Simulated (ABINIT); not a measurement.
Planning a run of ABINIT 10.8.3 on WS2 (Tungstenite). The input:

```
acell 3*1.0 Angstrom
rprim 
  3.153199999992 0.000000000002 0.000000000000
  -1.576599999998 2.730751303206 0.000000000000
  0.000000000000 0.000000000000 12.323000000000
ntypat 2
znucl 74 16
natom 6
typat 1 1 2 2 2 2
xred 
  0.333333333333 0.666666666667 0.250000000000
  0.666666666667 0.333333333333 0.750000000000
  0.333333333333 0.666666666667 0.622500000000
  0.666666666667 0.333333333333 0.122500000000
  0.333333333333 0.666666666667 0.877500000000
  0.666666666667 0.333333333333 0.377500000000
pp_dirpath "pseudos"
pseudos "W.upf, S.upf"
ecut 31
nspinor 2
ngkpt 3 3 1
nshiftk 1
shiftk 0 0 0
kptopt 1
chksymbreak 0
istwfk *1
occopt 1
irdwfk 1
optdriver 3
nband 242
ecuteps 4.4
inclvkb 0
awtr 1
symchi 1
indata_prefix "in"
outdata_prefix "out"
tmpdata_prefix "tmp"
```

```sh
OMP_NUM_THREADS=1 mpirun -n 8 abinit run.abi > log
```

Estimate wall time and host memory on 8 MPI ranks of Arm Neoverse V1, shared host.

It took 38 s; on shared hardware allow 19 s to 75 s. Peak host memory was 2.9 GiB.

[Paths, hosts, dates, memory and timing lines, banners, echoed tables and standing remarks are left out of the program output.]

[Logs are printed without paths, hosts, clocks, repeated set-up lines and the standing remarks that a program may print on its own settings, such as how far it seeks lower states.]

[Runs of the session that timed out or met a known fault of the program may be left out.]

[Hosts, paths, dates, database ids (printed as entryN), source tags and the programs' standing remarks are cut or masked in the printed files.]

[G0W0 gaps are taken among the corrected bands and points alone; a level outside them can change the order at an edge.]

[Where Ansatz stands beside ABINIT at settings called matched, ABINIT's density can come from a denser mesh and the files from another edition; pairs whose starting gaps differed by over 0.03 eV were left out, so agreement reads better than it is.]
